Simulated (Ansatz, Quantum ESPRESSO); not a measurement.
**WS2 (001), 2H: biaxial strain and the free axis**

A thin film takes the in-plane lattice of its substrate and is free along the normal. How do the free axis and the stress follow the misfit? The strained cell has c along the film normal; unstrained it is a = 3.1537 Å, b = 3.1537 Å, c = 12.1349 Å, α = 90.00°, β = 90.00°, γ = 120.00°, with 6 atoms.

Calculated with Quantum ESPRESSO 7.5, PBE-D3(BJ), PseudoDojo 0.4.1 norm-conserving potentials, cutoff 1170 eV, Fermi–Dirac smearing 0.02 eV, k-mesh 10×10×3, no spin polarisation, no spin-orbit coupling.

Relaxed positions at 0 %:

```
atom       x       y       z
   W  0.3333  0.6667  0.2500
   W  0.6667  0.3333  0.7500
   S  0.3333  0.6667  0.6202
   S  0.6667  0.3333  0.1202
   S  0.3333  0.6667  0.8798
   S  0.6667  0.3333  0.3798
```

```csv
ε∥ (%),a (Å),c (Å),ε⊥ (%),"σ (GPa, tension positive)"
−3,3.0591,12.2571,1.007,−10.22
−2,3.0906,12.2155,0.665,−6.55
−1,3.1222,12.1748,0.329,−3.16
0,3.1537,12.1349,0.000,−0.01
2,3.2168,12.0602,−0.615,5.61
3,3.2483,12.0238,−0.915,8.12
```

**Question.** Fit both responses and give the free strain and the stress at +1 %, a row left out above.

Least squares with y = y0 + y1 ε + y2 ε² (ε in %) gives ε⊥ = 0.003 + (−0.3203) ε + (0.0049) ε² and σ = 0.00 + (3.051) ε + (−0.116) ε² GPa. The linear terms put the ratio of free to applied strain at −0.320 and the biaxial modulus at 305 GPa.

At +1 % the free strain comes out as −0.312 %. The run itself gives −0.310 %, so the estimate misses by 0.002 %; the fitted rows themselves lie up to 0.003 % off the law.

The stress comes out as 2.93 GPa. The run itself gives 2.90 GPa, so the estimate misses by 0.03 GPa; the fitted rows themselves lie up to 0.02 GPa off the law.

With c as the unique axis, zero normal stress gives ε⊥/ε∥ = −2C13/C33 for relaxed atoms, so 2C13/C33 is about 0.32.

The negative ε² term means that the crystal stiffens in compression and softens in tension.

The same fit over all rows at other levels or in other programs gives the strain ratio = −0.317 with PBE-D3(BJ) (Ansatz) and −0.338 with PBE-D3(BJ) (Quantum ESPRESSO, GBRV).

[Logs are printed without paths, hosts, clocks, repeated set-up lines and the standing remarks that a program may print on its own settings, such as how far it seeks lower states.]
